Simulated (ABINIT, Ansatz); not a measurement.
## SrLiCl3 (Pm-3m): zone-centre phonons

Which modes does SrLiCl3 (Pm-3m) have at the zone centre?

Program: ABINIT 10.8.3. Level of theory: DFT LDA, scalar-relativistic, plane waves, PseudoDojo norm-conserving pseudopotentials. Results are calculated unless marked as measured.

The structure was built from a prototype and need not be the compound's stable phase.

### Step 1. Set-up

It takes space group Pm-3m (No. 221, cubic). Conventional cell: a = 5.477 Å, b = 5.477 Å, c = 5.477 Å, α = 90.00°, β = 90.00°, γ = 90.00°. Nearest to Li lie 12 Cl at 3.87 Å. Nearest to Sr lie 6 Cl at 2.74 Å. Nearest to Cl lie 2 Sr at 2.74 Å. Farther neighbours and most contacts between anions are not listed.

Coordinates:

```cif
data_structure
_symmetry_space_group_name_H-M 'P 1'
_symmetry_Int_Tables_number 1
_cell_length_a 5.4769
_cell_length_b 5.4769
_cell_length_c 5.4769
_cell_angle_alpha 90.000
_cell_angle_beta 90.000
_cell_angle_gamma 90.000
_cell_volume 164.28
loop_
_atom_site_label
_atom_site_type_symbol
_atom_site_fract_x
_atom_site_fract_y
_atom_site_fract_z
_atom_site_occupancy
Li1 Li 0.00000 0.00000 0.00000 1
Sr2 Sr 0.50000 0.50000 0.50000 1
Cl3 Cl 0.50000 0.50000 0.00000 1
Cl4 Cl 0.50000 0.00000 0.50000 1
Cl5 Cl 0.00000 0.50000 0.50000 1
```

### Step 2. Relaxing the cell and atoms

The harmonic expansion needs vanishing forces, and a free crystal bears no stress, so cell and atoms are brought to rest. Stress is more sensitive to the basis than forces are: the last 3 Ha under the cutoff are smoothed with ecutsm, and the cutoff is raised above that of the later runs.

The starting cell comes from a relaxation made beforehand in Ansatz (LDA, PseudoDojo NC).

Input file relax.abi:

```
# relaxation
ionmov 2
optcell 2
dilatmx 1.08
ntime 40
tolmxf 1.0d-05
tolvrs 1.0d-14
prtwf 0
prtden 0
chksymtnons 0

# basis, mesh and filling
ecut 41.0
ecutsm 3.0
ngkpt 4 4 4
nshiftk 1
shiftk 0.0 0.0 0.0
istwfk *1
occopt 1
nband 17
nstep 100
diemac 9.0
prtebands 0
prtgsr 0
useylm 1

# cell and atoms
acell 10.34976928 10.34976928 10.34976928
rprim 
    1.0 0.0 0.0
    0.0 1.0 0.0
    0.0 0.0 1.0
ntypat 3
znucl 3 38 17
natom 5
typat 1 2 3 3 3
xred 
    0.0 0.0 0.0
    0.5 0.5 0.5
    0.5 0.5 0.0
    0.5 0.0 0.5
    0.0 0.5 0.5
pp_dirpath "./pseudo"
pseudos "Li.upf, Sr.upf, Cl.upf"
```

Command:

```console
$ OMP_NUM_THREADS=1 mpirun -n 4 abinit relax.abi > relax.log
```

Numbers of over 12 decimals in the logs are rounded to 6 here.

relax.abo, the main output file:

```text
[banners, grids, parts of the stress and lines that vanish by symmetry left out]
- input  file    -> relax.abi
- output file    -> relax.abo
- root for input  files -> relaxi
[...]
Symmetries : space group Pm -3 m (#221); Bravais cP (primitive cubic)
[...]
mpw =       17592          nfft =      373248          nkpt =          10
[...]
== DATASET  1 ==================================================================
[...]
cutoff_energies: {ecut:  41.0, pawecutdg:  -1.0, }
[...]
ETOT  1  -90.797737699815    -9.080E+01 8.638E-02 5.433E+02
 ETOT  2  -90.917308447460    -1.196E-01 8.923E-06 1.289E+02
 ETOT  3  -90.918999885128    -1.691E-03 4.931E-05 3.732E+01
 ETOT  4  -90.919712194140    -7.123E-04 2.786E-06 1.739E+00
 ETOT  5  -90.919729659607    -1.747E-05 1.749E-06 1.468E+00
[...]
ETOT 13  -90.919787366761    -3.823E-12 8.080E-19 2.839E-14
 ETOT 14  -90.919787366773    -1.172E-11 5.880E-20 1.423E-15
 At SCF step   14       vres2   =  1.42E-15 < tolvrs=  1.00E-14 =>converged.
[...]
sigma(1 1)=  7.36285670E-08  sigma(3 2)=  0.00000000E+00
  sigma(2 2)=  7.36285670E-08  sigma(3 1)=  0.00000000E+00
  sigma(3 3)=  7.36285670E-08  sigma(2 1)=  0.00000000E+00
[...]
convergence: {deltae: -1.172E-11, res2:  1.423E-15, residm:  5.880E-20, diffor: null, }
etotal    :  -9.09197874E+01
[...]
At Broyd/MD step   1, gradients are converged :
[...]
sigma(1 1)=  7.36285670E-08  sigma(3 2)=  0.00000000E+00
  sigma(2 2)=  7.36285670E-08  sigma(3 1)=  0.00000000E+00
  sigma(3 3)=  7.36285670E-08  sigma(2 1)=  0.00000000E+00
[...]
- sigma(1 1)=  2.16622723E-03  sigma(3 2)=  0.00000000E+00
- sigma(2 2)=  2.16622723E-03  sigma(3 1)=  0.00000000E+00
- sigma(3 3)=  2.16622723E-03  sigma(2 1)=  0.00000000E+00
[...]
fcart     -0.0000000000E+00 -0.0000000000E+00 -0.0000000000E+00
           strten      7.3628566973E-08  7.3628566972E-08  7.3628566971E-08
================================================================================

[key lines of the parts left out:]
pressure_GPa:  -2.1662E-03
Total energy (etotal) [Ha]= -9.09197873667731E+01
```

The job ended after 75 s (4 MPI ranks of Intel Xeon Platinum 8375C at 2.90GHz (Ice Lake), shared host).

Little changed from the start: no atom moved by 0.005 Å and no cell edge by 0.1 %.

Read from the output:

```
volume per atom : 32.86 Å³
pressure        : -0.002166 GPa
```

### Step 3. Ground state

The response is built on these wavefunctions, so the potential is converged far more tightly than an energy would need. The mesh is shifted off Γ, since shifted meshes converge sums over the zone faster.

Input file gs.abi:

```
# ground state
tolvrs 1.0d-16
prtden 1
prtwf 1

# basis, mesh and filling
ecut 33.0
ngkpt 4 4 4
nshiftk 1
shiftk 0.5 0.5 0.5
istwfk *1
occopt 1
nband 17
nstep 100
diemac 9.0
prtebands 0
prtgsr 0
useylm 1

# cell and atoms
acell 10.34976928 10.34976928 10.34976928
rprim 
    1.0 0.0 0.0
    0.0 1.0 0.0
    0.0 0.0 1.0
ntypat 3
znucl 3 38 17
natom 5
typat 1 2 3 3 3
xred 
    0.0 0.0 0.0
    0.5 0.5 0.5
    0.5 0.5 0.0
    0.5 0.0 0.5
    0.0 0.5 0.5
pp_dirpath "./pseudo"
pseudos "Li.upf, Sr.upf, Cl.upf"
```

Command:

```console
$ OMP_NUM_THREADS=1 mpirun -n 4 abinit gs.abi > gs.log
```

gs.abo, the main output file:

```text
[banners, grids, parts of the stress and lines that vanish by symmetry left out]
- input  file    -> gs.abi
- output file    -> gs.abo
- root for input  files -> gsi
[...]
Symmetries : space group Pm -3 m (#221); Bravais cP (primitive cubic)
[...]
mpw =       10051          nfft =      157464          nkpt =           4
[...]
== DATASET  1 ==================================================================
[...]
cutoff_energies: {ecut:  33.0, pawecutdg:  -1.0, }
[...]
ETOT  1  -90.807629691816    -9.081E+01 4.052E-02 2.572E+02
 ETOT  2  -90.917032604075    -1.094E-01 9.352E-06 4.856E+01
 ETOT  3  -90.918851902382    -1.819E-03 5.702E-05 1.564E+01
 ETOT  4  -90.919675013157    -8.231E-04 2.291E-06 6.981E-01
 ETOT  5  -90.919693442881    -1.843E-05 2.133E-06 3.243E-01
[...]
ETOT 14  -90.919734795046     1.073E-11 2.525E-20 2.828E-16
 ETOT 15  -90.919734795053    -6.807E-12 5.611E-23 1.573E-18
 At SCF step   15       vres2   =  1.57E-18 < tolvrs=  1.00E-16 =>converged.
[...]
sigma(1 1)=  1.73606300E-06  sigma(3 2)=  0.00000000E+00
  sigma(2 2)=  1.73606300E-06  sigma(3 1)=  0.00000000E+00
  sigma(3 3)=  1.73606300E-06  sigma(2 1)=  0.00000000E+00
[...]
convergence: {deltae: -6.807E-12, res2:  1.573E-18, residm:  5.611E-23, diffor: null, }
etotal    :  -9.09197348E+01
[...]
sigma(1 1)=  1.73606300E-06  sigma(3 2)=  0.00000000E+00
  sigma(2 2)=  1.73606300E-06  sigma(3 1)=  0.00000000E+00
  sigma(3 3)=  1.73606300E-06  sigma(2 1)=  0.00000000E+00
[...]
- sigma(1 1)=  5.10767369E-02  sigma(3 2)=  0.00000000E+00
- sigma(2 2)=  5.10767369E-02  sigma(3 1)=  0.00000000E+00
- sigma(3 3)=  5.10767369E-02  sigma(2 1)=  0.00000000E+00
[...]
fcart     -0.0000000000E+00 -0.0000000000E+00 -0.0000000000E+00
           strten      1.7360630018E-06  1.7360630018E-06  1.7360630018E-06
================================================================================

[key lines of the parts left out:]
pressure_GPa:  -5.1077E-02
```

It took 16 s on 4 MPI ranks.

This step gave:

| Item | Value |
| --- | --- |
| pressure | -0.05108 GPa |

The cell stands at -0.051 GPa, close enough for phonons.

### Step 4. Empty bands

Empty bands on the ground state's density check that the gap assumed so far is there in this cell.

Input file gap.abi:

```
# empty bands on the ground state's density
iscf -2
getden_filepath "gso_DEN"
tolwfr 1.0d-12
nbdbuf 2
prtwf 0

# basis, mesh and filling
ecut 33.0
ngkpt 4 4 4
nshiftk 1
shiftk 0.0 0.0 0.0
istwfk *1
occopt 1
nband 21
nstep 100
diemac 9.0
prtebands 0
prtgsr 0
useylm 1

# cell and atoms
acell 10.34976928 10.34976928 10.34976928
rprim 
    1.0 0.0 0.0
    0.0 1.0 0.0
    0.0 0.0 1.0
ntypat 3
znucl 3 38 17
natom 5
typat 1 2 3 3 3
xred 
    0.0 0.0 0.0
    0.5 0.5 0.5
    0.5 0.5 0.0
    0.5 0.0 0.5
    0.0 0.5 0.5
pp_dirpath "./pseudo"
pseudos "Li.upf, Sr.upf, Cl.upf"
```

Command:

```console
$ OMP_NUM_THREADS=1 mpirun -n 4 abinit gap.abi > gap.log
```

gap.abo, the main output file:

```text
[banners, grids, parts of the stress and lines that vanish by symmetry left out]
- input  file    -> gap.abi
- output file    -> gap.abo
- root for input  files -> gapi
[...]
Symmetries : space group Pm -3 m (#221); Bravais cP (primitive cubic)
[...]
mpw =       10068          nfft =      157464          nkpt =          10
[...]
== DATASET  1 ==================================================================
[...]
cutoff_energies: {ecut:  33.0, pawecutdg:  -1.0, }
[...]
-outvars: echo values of variables after computation
            acell      1.0349769280E+01  1.0349769280E+01  1.0349769280E+01 Bohr
================================================================================
```

Elapsed: 30 s, on 4 MPI ranks; 2 min of CPU time.

Read from the output:

```yaml
gap_on_the_k_mesh: 3.460 eV
```

In this cell the gap on the mesh is 3.5 eV, indirect (smallest direct 3.7 eV), so fixed occupations hold.

### Step 5. Linear response at Γ

The derivative of the wavefunctions by k comes first, since the response to a field is built on it; then the field and the displacements that symmetry doesn't supply are solved at q = 0.

It reads the wavefunctions written in step 3.

Input file dfpt_gamma.abi:

```
ndtset 2

# common to the responses
getwfk_filepath "gso_WFK"
kptopt 2
nqpt 1
qpt 0.0 0.0 0.0
asr 0
chneut 0

# d/dk
rfelfd1 2
rfdir1 1 1 1
iscf1 -3
tolwfr1 1.0d-20

# displacements, field
rfphon2 1
rfatpol2 1 5
rfdir2 1 1 1
rfelfd2 3
getddk2 1
tolvrs2 1.0d-10
prtwf2 0

# basis, mesh and filling
ecut 33.0
ngkpt 4 4 4
nshiftk 1
shiftk 0.5 0.5 0.5
istwfk *1
occopt 1
nband 17
nstep 100
diemac 9.0
prtebands 0
prtgsr 0
useylm 1

# cell and atoms
acell 10.34976928 10.34976928 10.34976928
rprim 
    1.0 0.0 0.0
    0.0 1.0 0.0
    0.0 0.0 1.0
ntypat 3
znucl 3 38 17
natom 5
typat 1 2 3 3 3
xred 
    0.0 0.0 0.0
    0.5 0.5 0.5
    0.5 0.5 0.0
    0.5 0.0 0.5
    0.0 0.5 0.5
pp_dirpath "./pseudo"
pseudos "Li.upf, Sr.upf, Cl.upf"
```

Command:

```console
$ OMP_NUM_THREADS=1 mpirun -n 4 abinit dfpt_gamma.abi > dfpt_gamma.log
```

dfpt_gamma.abo, the main output file:

```text
[banners, grids, parts of the stress and lines that vanish by symmetry left out]
- input  file    -> dfpt_gamma.abi
- output file    -> dfpt_gamma.abo
- root for input  files -> dfpt_gammai
[...]
DATASET    1 : space group Pm -3 m (#221); Bravais cP (primitive cubic)
[...]
nfft =      157464          nkpt =          32
[...]
DATASET    2 : space group Pm -3 m (#221); Bravais cP (primitive cubic)
[...]
nfft =      157464          nkpt =          32
[...]
== DATASET  1 ==================================================================
[...]
cutoff_energies: {ecut:  33.0, pawecutdg:  -1.0, }
[...]
- 17.00000   7.00000  180309                  znucl, zion, pspdat
[...]
Perturbation : derivative vs k along direction   1
[...]
-ETOT  1  -11.945873309289     -1.195E+01 3.335E-02 0.000E+00
 ETOT  2  -11.970744204021     -2.487E-02 9.413E-05 0.000E+00
 ETOT  3  -11.970843291784     -9.909E-05 8.249E-07 0.000E+00
 ETOT  4  -11.970843806436     -5.147E-07 3.481E-09 0.000E+00
 ETOT  5  -11.970843809410     -2.974E-09 4.271E-11 0.000E+00
[...]
At SCF step   10   max residual=  9.99E-21 < tolwfr=  1.00E-20 =>converged.
[...]
Perturbation : derivative vs k along direction   2
[...]
-ETOT  1  -11.945701277639     -1.195E+01 3.335E-02 0.000E+00
[...]
At SCF step   10   max residual=  9.93E-21 < tolwfr=  1.00E-20 =>converged.
[...]
Perturbation : derivative vs k along direction   3
[...]
-ETOT  1  -11.945873367273     -1.195E+01 3.335E-02 0.000E+00
[...]
At SCF step   10   max residual=  9.99E-21 < tolwfr=  1.00E-20 =>converged.
[...]
1        1       0.9036318752    0.0000000000
     1        2       0.0000000000    0.0000000000
     1        3       0.0000000000    0.0000000000
     2        1       0.0000000000    0.0000000000
     2        2       0.9036318752    0.0000000000
     2        3       0.0000000000    0.0000000000
     3        1       0.0000000000    0.0000000000
     3        2       0.0000000000    0.0000000000
     3        3       0.9036318752    0.0000000000
[...]
== DATASET  2 ==================================================================
[...]
cutoff_energies: {ecut:  33.0, pawecutdg:  -1.0, }
[...]
Perturbation : displacement of atom   1   along direction   1
[...]
-ETOT  1  0.208765     -3.641E+03 4.622E+01 6.426E+02
[...]
At SCF step   11       vres2   =  8.76E-11 < tolvrs=  1.00E-10 =>converged.
[...]
Perturbation : displacement of atom   2   along direction   1
[...]
-ETOT  1   10.997232252065     -2.716E+03 1.380E+01 5.810E+03
[...]
At SCF step   13       vres2   =  6.20E-12 < tolvrs=  1.00E-10 =>converged.
[...]
Perturbation : displacement of atom   3   along direction   1
[...]
-ETOT  1   1.000391     -1.337E+03 3.355E+00 2.382E+03
[...]
At SCF step   12       vres2   =  7.51E-12 < tolvrs=  1.00E-10 =>converged.
[...]
Perturbation : displacement of atom   3   along direction   3
[...]
-ETOT  1   11.044988772131     -1.358E+03 3.330E+00 7.532E+03
[...]
At SCF step   12       vres2   =  2.66E-11 < tolvrs=  1.00E-10 =>converged.
[...]
Perturbation : homogeneous electric field along direction   1
[...]
-ETOT  1  -40.123345913124     -4.012E+01 2.730E-01 3.222E+04
[...]
ETOT 11  -49.801868902504     -2.776E-11 7.137E-14 7.828E-10
 ETOT 12  -49.801868902504     -2.700E-13 3.331E-16 1.506E-11
 At SCF step   12       vres2   =  1.51E-11 < tolvrs=  1.00E-10 =>converged.
[...]
Dielectric tensor, in cartesian coordinates,
[...]
1    7   1    7         2.5316696211        -0.0000000000
   1    7   2    7        -0.0000000000        -0.0000000000
   1    7   3    7        -0.0000000000        -0.0000000000
   2    7   1    7        -0.0000000000        -0.0000000000
   2    7   2    7         2.5316696211        -0.0000000000
   2    7   3    7        -0.0000000000        -0.0000000000
   3    7   1    7        -0.0000000000        -0.0000000000
   3    7   2    7        -0.0000000000        -0.0000000000
   3    7   3    7         2.5316696211        -0.0000000000
  Effective charges, in cartesian coordinates,
[...]
1    1   1    7         1.3361708032         0.0000000000
   2    1   1    7         0.0000000000         0.0000000000
   3    1   1    7         0.0000000000         0.0000000000
   1    2   1    7         2.3566096264         0.0000000000
   2    2   1    7         0.0000000000         0.0000000000
[...]
Effective charges, in cartesian coordinates,
[...]
2    7   1    5         0.0000000000         0.0000000000
   3    7   1    5         0.0000000000         0.0000000000
   1    7   2    5         0.0000000000         0.0000000000
   2    7   2    5        -0.8711018881         0.0000000000
   3    7   2    5         0.0000000000         0.0000000000
   1    7   3    5         0.0000000000         0.0000000000
   2    7   3    5         0.0000000000         0.0000000000
   3    7   3    5        -0.8711018881         0.0000000000
  Phonon wavevector (reduced coordinates) :  0.00000  0.00000  0.00000
 Phonon energies in Hartree :
[...]
Phonon frequencies in cm-1    :
- -1.757263E+02 -1.757263E+02 -1.757263E+02 -5.853929E+01 -5.853929E+01
- -5.853929E+01  5.485237E-01  5.485239E-01  5.485245E-01  7.671962E+01
-  7.671962E+01  7.671962E+01  2.799252E+02  2.799252E+02  2.799252E+02
  Phonon at Gamma, with non-analyticity in the
[...]
Phonon energies in Hartree :
[...]
Phonon frequencies in cm-1    :
- -1.757263E+02 -1.757263E+02 -5.853929E+01 -5.853929E+01 -5.853929E+01
- -4.847568E+01  5.485237E-01  5.485239E-01  1.359747E+00  7.671962E+01
-  7.671962E+01  8.202939E+01  2.799252E+02  2.799252E+02  3.231859E+02
  Phonon at Gamma, with non-analyticity in the
[...]
Phonon energies in Hartree :
[...]
Phonon frequencies in cm-1    :
- -1.757263E+02 -1.757263E+02 -5.853929E+01 -5.853929E+01 -5.853929E+01
- -4.847568E+01  5.485237E-01  5.485245E-01  1.359747E+00  7.671962E+01
-  7.671962E+01  8.202939E+01  2.799252E+02  2.799252E+02  3.231859E+02
  Phonon at Gamma, with non-analyticity in the
[...]
Phonon energies in Hartree :
[...]
Phonon frequencies in cm-1    :
- -1.757263E+02 -1.757263E+02 -5.853929E+01 -5.853929E+01 -5.853929E+01
- -4.847568E+01  5.485239E-01  5.485245E-01  1.359747E+00  7.671962E+01
-  7.671962E+01  8.202939E+01  2.799252E+02  2.799252E+02  3.231859E+02
[...]
fcart2     0.0000000000E+00  0.0000000000E+00  0.0000000000E+00
           strten2     0.0000000000E+00  0.0000000000E+00  0.0000000000E+00
================================================================================
```

It took 6.3 min on 4 MPI ranks; 25 min of CPU time.

This step gave:

| Quantity | Value |
| --- | --- |
| miss of the charge sum rule | 0.01745 e |
| largest acoustic frequency at the zone centre before the sum rule | 0.55 cm⁻¹ |
| highest optical zone-centre mode (no LO-TO term) | 279.9 cm⁻¹ |
| lowest optical zone-centre mode | -175.7 cm⁻¹ |
| mean high-frequency dielectric constant | 2.532 |
| largest Born charge in size (third of the trace) | 2.357 e |

Born charge (rows field, columns displacement), before the sum rule (e), principal values of the symmetric part by kind of site:

| atom | atoms with these values | low | middle | high | mean |
| --- | --- | --- | --- | --- | --- |
| Li1 | 1 | 1.34 | 1.34 | 1.34 | 1.34 |
| Sr2 | 1 | 2.36 | 2.36 | 2.36 | 2.36 |
| Cl3 | 3 | -1.93 | -0.87 | -0.87 | -1.23 |

In full for Li1:

```
1.34 0.00 0.00
0.00 1.34 0.00
0.00 0.00 1.34
```

High-frequency dielectric tensor:

```
2.53 0.00 0.00
0.00 2.53 0.00
0.00 0.00 2.53
```

The acoustic modes at Γ come out as far as 0.6 cm⁻¹ from zero, where they should vanish, a small numerical error; the Born charges miss their sum rule by 0.017 e, which is good. The lowest optical mode is imaginary, 176i cm⁻¹, an instability at this level and on this k mesh.

(Part 1 of 2 ends here.)

[Host names and launcher messages were left out of these logs when they were recorded.]

[Logs are printed without paths, hosts, clocks, repeated set-up lines and the standing remarks that a program may print on its own settings, such as how far it seeks lower states.]

[Hosts, paths, dates, database ids (printed as entryN), source tags and the programs' standing remarks are cut or masked in the printed files.]
